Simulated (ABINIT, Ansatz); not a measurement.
## GeTe3Pb (Pm-3m): zone-centre phonons

Which modes does GeTe3Pb (Pm-3m) have at the zone centre?

Main program and level: ABINIT 10.8.3; DFT LDA, scalar-relativistic, plane waves, HGH norm-conserving pseudopotentials.

Most raw output is cut from this account.

The structure was built from a prototype and need not be the compound's stable phase.

### 1. The structure

It takes space group Pm-3m (No. 221, cubic). Conventional cell: a = 5.317 Å, b = 5.317 Å, c = 5.317 Å, α = 90.00°, β = 90.00°, γ = 90.00°. Nearest to Pb lie 12 Te at 3.76 Å. Ge has 6 Te at 2.66 Å nearest. Nearest to Te lie 2 Ge at 2.66 Å. Farther neighbours and most contacts between anions are not listed.

### 2. Relaxation

The harmonic expansion needs vanishing forces, and a free crystal bears no stress, so cell and atoms are brought to rest. Stress is more sensitive to the basis than forces are: the last 3 Ha under the cutoff are smoothed with ecutsm, and the cutoff is raised above that of the later runs.

The starting cell comes from a relaxation made beforehand in Ansatz (LDA, PseudoDojo NC).

Contents of relax.abi:

```
# relaxation
ionmov 2
optcell 2
dilatmx 1.08
ntime 40
tolmxf 1.0d-05
tolvrs 1.0d-14
prtwf 0
prtden 0
chksymtnons 0

# basis, mesh and filling
ecut 26.0
ecutsm 3.0
ixc 7
ngkpt 4 4 4
nshiftk 1
shiftk 0.0 0.0 0.0
istwfk *1
occopt 6
tsmear 0.01
nband 20
nstep 100
diemac 1000000.0
prtebands 0
prtgsr 0

# cell and atoms
acell 10.04816866 10.04816866 10.04816866
rprim 
    1.0 0.0 0.0
    0.0 1.0 0.0
    0.0 0.0 1.0
ntypat 3
znucl 82 32 52
natom 5
typat 1 2 3 3 3
xred 
    0.0 0.0 0.0
    0.5 0.5 0.5
    0.5 0.5 0.0
    0.5 0.0 0.5
    0.0 0.5 0.5
pp_dirpath "./pseudo"
pseudos "Pb.hgh, Ge.hgh, Te.hgh"
```

Launch:

```console
OMP_NUM_THREADS=1 mpirun -n 4 abinit relax.abi > relax.log
```

It took 60 s on 4 MPI ranks of Arm Neoverse V2, shared host; 4 min of CPU time.

Relaxation path:

```
step  energy less that of the first step (eV)  largest force (eV/Å)  volume (Å³)
   1                                   0.0000                0.0000       150.34
   2                                  -0.0005                0.0000       150.54
   3                                  -0.0018                0.0000       151.66
   4                                  -0.0018                0.0000       151.67
```

```
conventional cell, symmetrised  before  after  change
                         a (Å)   5.317  5.333  +0.3 %
                         b (Å)   5.317  5.333  +0.3 %
                         c (Å)   5.317  5.333  +0.3 %
              volume (Å³/atom)   30.07  30.33  +0.9 %
```

The relaxed structure:

```xyz
5
Lattice="5.3330 0.0000 0.0000 0.0000 5.3330 0.0000 0.0000 0.0000 5.3330" Properties=species:S:1:pos:R:3 pbc="T T T"
Pb    0.0000    0.0000    0.0000
Ge    2.6665    2.6665    2.6665
Te    2.6665    2.6665    0.0000
Te    2.6665    0.0000    2.6665
Te    0.0000    2.6665    2.6665
```

Numbers from this step:

* volume per atom: 30.33 Å³
* pressure: 5.53e-5 GPa
* gap on the k-mesh: 0 eV

The volume changes by +0.9 % from the cell with which this run began.

### 3. Ground state

First-order wavefunctions inherit every error of the ground state, hence the very tight tolvrs. Occupations are smeared.

Contents of gs.abi:

```
# ground state
tolvrs 1.0d-16
prtden 1
prtwf 1

# basis, mesh and filling
ecut 20.0
ixc 7
ngkpt 4 4 4
nshiftk 1
shiftk 0.0 0.0 0.0
istwfk *1
occopt 6
tsmear 0.01
nband 20
nstep 100
diemac 1000000.0
prtebands 0
prtgsr 0

# cell and atoms
acell 10.07786565 10.07786565 10.07786565
rprim 
    1.0 0.0 0.0
    0.0 1.0 0.0
    0.0 0.0 1.0
ntypat 3
znucl 82 32 52
natom 5
typat 1 2 3 3 3
xred 
    0.0 0.0 0.0
    0.5 0.5 0.5
    0.5 0.5 0.0
    0.5 0.0 0.5
    0.0 0.5 0.5
pp_dirpath "./pseudo"
pseudos "Pb.hgh, Ge.hgh, Te.hgh"
```

Launch:

```console
OMP_NUM_THREADS=1 mpirun -n 4 abinit gs.abi > gs.log
```

Elapsed: 12 s, on 4 MPI ranks; 48 s of CPU time.

This step gave:

```
pressure : -0.1462 GPa
```

The cell stands at -0.15 GPa: the relaxation ran with a smoothed and higher cutoff, and the difference is a stress of the finite basis.

### 4. Zone-centre response

At q = 0 one unit cell holds all displacements. The response is solved for single atoms along the cell's directions, and symmetry skips those that follow from others. The crystal is treated as a metal, which screens a static field, so no field response is asked.

Contents of dfpt_gamma.abi:

```

# common to the responses
getwfk_filepath "gso_WFK"
kptopt 2
nqpt 1
qpt 0.0 0.0 0.0
asr 0
chneut 0

# displacements
rfphon 1
rfatpol 1 5
rfdir 1 1 1
tolvrs 1.0d-10
prtwf 0

# basis, mesh and filling
ecut 20.0
ixc 7
ngkpt 4 4 4
nshiftk 1
shiftk 0.0 0.0 0.0
istwfk *1
occopt 6
tsmear 0.01
nband 20
nstep 100
diemac 1000000.0
prtebands 0
prtgsr 0

# cell and atoms
acell 10.07786565 10.07786565 10.07786565
rprim 
    1.0 0.0 0.0
    0.0 1.0 0.0
    0.0 0.0 1.0
ntypat 3
znucl 82 32 52
natom 5
typat 1 2 3 3 3
xred 
    0.0 0.0 0.0
    0.5 0.5 0.5
    0.5 0.5 0.0
    0.5 0.0 0.5
    0.0 0.5 0.5
pp_dirpath "./pseudo"
pseudos "Pb.hgh, Ge.hgh, Te.hgh"
```

Launch:

```console
OMP_NUM_THREADS=1 mpirun -n 4 abinit dfpt_gamma.abi > dfpt_gamma.log
```

Wall time 75 s (4 MPI ranks); 5 min of CPU time.

Read from the output:

| Quantity | Value |
| --- | --- |
| largest acoustic frequency at the zone centre before the sum rule | -1.66 cm⁻¹ |
| highest optical zone-centre mode (no LO-TO term) | 165.9 cm⁻¹ |
| lowest optical zone-centre mode | -89.99 cm⁻¹ |

The acoustic modes at Γ come out as far as 1.7 cm⁻¹ from zero, where they should vanish, a small numerical error. The lowest optical mode is imaginary, 90i cm⁻¹, an instability at this level and on this k mesh.

### 5. Modes with the sum rule

anaddb reads the merged derivatives and imposes the acoustic sum rule.

Contents of anaddb.abi:

```
ddb_filepath "gamma_DDB"
output_file "anaddb.abo"
outdata_prefix "anaddb"
asr 1
chneut 1
enunit 2
eivec 1
nph1l 1
qph1l 0.0 0.0 0.0 1.0
```

Contents of mrgddb.in:

```
gamma_DDB
merged
2
dfpt_gammao_DDB
gso_DDB
```

Launch:

```console
mrgddb < mrgddb.in > mrgddb.log
OMP_NUM_THREADS=1 anaddb anaddb.abi > anaddb.log
```

The job ended after 0.51 s (1 thread).

Numbers from this step:

```
lowest optical zone-centre mode : -89.98 cm⁻¹
```

No LO-TO term; unit eigenvectors of the mass-weighted matrix, from anaddb's displacements. The modes at Γ (shares of kinetic energy by element, %) (negative means imaginary):

```
mode  frequency (cm⁻¹)  symmetry  Pb %  Ge %  Te %
   1             -90.0       T1u    25    20    55
   2             -90.0       T1u    25    20    55
   3             -90.0       T1u    25    20    55
   4             -72.4       T2u     0     0   100
   5             -72.4       T2u     0     0   100
   6             -72.4       T2u     0     0   100
   7             -52.8       T1u    44    40    16
   8             -52.8       T1u    44    40    16
   9             -52.8       T1u    44    40    16
  10               0.0  acoustic    31    11    58
  11               0.0  acoustic    31    11    58
  12               0.0  acoustic    31    11    58
  13             165.9       T1u     0    28    72
  14             165.9       T1u     0    28    72
  15             165.9       T1u     0    28    72
```

Displacements in mode 1 (-90.0 cm⁻¹), the largest set to 1:
```
Pb1  0.00  0.00  0.66
Ge2  0.00  0.00  1.00
Te3  0.00  0.00  0.11
Te4  0.00  0.00 -0.87
Te5  0.00  0.00 -0.87
```

Displacements in mode 13 (165.9 cm⁻¹), the largest set to 1:
```
Pb1  0.00  0.00  0.02
Ge2  0.00  0.00  0.88
Te3  0.00  0.00 -1.00
Te4  0.00  0.00  0.24
Te5  0.00  0.00  0.24
```

The rule moves no optical mode by more than 0.1 cm⁻¹.

### 6. Sum rules set otherwise (asr 0)

Without the rule the raw error of the acoustic modes shows.

Edit anaddb.abi of step 5 so:

```diff
@@ -3,4 +3,4 @@
 outdata_prefix "anaddb"
-asr 1
-chneut 1
+asr 0
+chneut 0
 enunit 2
```

mrgddb.in is that of step 5.

Run time: 0.51 s. Hardware: 1 thread.

Numbers from this step:

```
lowest optical zone-centre mode : -89.99 cm⁻¹
```

Zone-centre frequencies as printed; negative means imaginary. Modes:

```
mode  frequency (cm⁻¹)
   1            -89.99
   2            -89.99
   3            -89.99
   4            -72.47
   5            -72.47
   6            -72.47
   7            -52.76
   8            -52.76
   9            -52.76
  10             -1.66
  11             -1.66
  12             -1.66
  13             165.9
  14             165.9
  15             165.9
```

### 7. A second program

The same cell goes through another code, with its own cutoff. The potentials differ.

This step: DFT LDA, scalar-relativistic, plane waves, PseudoDojo norm-conserving pseudopotentials (Ansatz 0.2.0).

Contents of input.yaml:

```yaml
crystal:
  lattice:
    - [5.3329768381, 0.0, 0.0]
    - [0.0, 5.3329768381, 0.0]
    - [0.0, 0.0, 5.3329768381]
  atoms:
    - { symbol: Pb, position: [0.0, 0.0, 0.0] }
    - { symbol: Ge, position: [0.5, 0.5, 0.5] }
    - { symbol: Te, position: [0.5, 0.5, 0.0] }
    - { symbol: Te, position: [0.5, 0.0, 0.5] }
    - { symbol: Te, position: [0.0, 0.5, 0.5] }
kpoints:
  mp_grid: { grid: [4, 4, 4] }
hamiltonian:
  xc: lda
  pseudopotentials: { kind: nc, accuracy: standard }
scf:
  occupations: { method: methfessel_paxton, width: 0.27211 }
output:
  eigenvalues: true
phonons:
  method: dfpt
```

Launch:

```console
ansatz run input.yaml --threads 4 --pin off --max-ram 8192MiB --backend cpu --events-out ev --progress --plain --runs-dir out
```

Run time: 87 s. Hardware: 4 threads; peak memory 2.8 GiB; 5.6 min of CPU time.

Numbers from this step:

| Property | Result |
| --- | --- |
| sum-rule residual before enforcement | 2.52e-4 eV/Å² |
| highest optical zone-centre mode (no LO-TO term) | 174.2 cm⁻¹ |
| lowest optical zone-centre mode | -86.23 cm⁻¹ |

### 8. Side by side: ABINIT HGH and Ansatz, PseudoDojo

Numbers from this step:

| Quantity | Value |
| --- | --- |
| root-mean-square difference | 5.09 cm⁻¹ |
| largest difference | 8.3 cm⁻¹ |

Optical modes, paired by symmetry label. Frequencies side by side, by row:

```
q (reciprocal lattice)  mode  ABINIT HGH (cm⁻¹)  Ansatz, PseudoDojo (cm⁻¹)
                 0 0 0     1                -90                      -86.2
                 0 0 0     2                -90                      -86.2
                 0 0 0     3                -90                      -86.2
                 0 0 0     4              -72.4                      -70.1
                 0 0 0     5              -72.4                      -70.1
                 0 0 0     6              -72.4                      -70.1
                 0 0 0     7              -52.8                      -48.9
                 0 0 0     8              -52.8                      -48.9
                 0 0 0     9              -52.8                      -48.9
                 0 0 0    13              165.9                      174.2
                 0 0 0    14              165.9                      174.2
                 0 0 0    15              165.9                      174.2
```

At the zone centre the largest difference (acoustic modes at Γ apart) is 5 % of the highest mode.

### 9. Results

```json
{"space group after relaxation": "Pm-3m", "volume per atom": "30.3 Å³", "highest optical zone-centre mode (no LO-TO term)": "165.9 cm⁻¹", "lowest optical zone-centre mode": "-90.0 cm⁻¹", "imaginary optical modes at the zone centre (no q mesh in this session)": "yes", "largest difference from Ansatz, PseudoDojo": "8.3 cm⁻¹"}
```

What this shows: At the LDA level the optical modes of GeTe3Pb (Pm-3m) at the zone centre run from 90i to 166 cm⁻¹, so the structure is a saddle point, with 9 modes beyond 10i cm⁻¹ there. ABINIT HGH and Ansatz, PseudoDojo differ by 5.1 cm⁻¹ in the root mean square and by 8.3 cm⁻¹ at most, 5.0 % of the highest mode compared (acoustic modes at Γ left out); the two use different potentials, and the cell was not relaxed for the second set. These are harmonic frequencies at zero temperature: anharmonic shifts and linewidths and thermal expansion are left out. Spin-orbit coupling is left out, which can matter for the heavy elements here. The HGH files keep few electrons and have no core correction, which is cheap but rough for Ge and Pb. In a metal the frequencies hang on the k mesh and the smearing, most of all near Kohn anomalies. The structure is a hypothetical one, built on a prototype.

[Host names and launcher messages were left out of these logs when they were recorded.]

[Logs are printed without paths, hosts, clocks, repeated set-up lines and the standing remarks that a program may print on its own settings, such as how far it seeks lower states.]

[Hosts, paths, dates, database ids (printed as entryN), source tags and the programs' standing remarks are cut or masked in the printed files.]
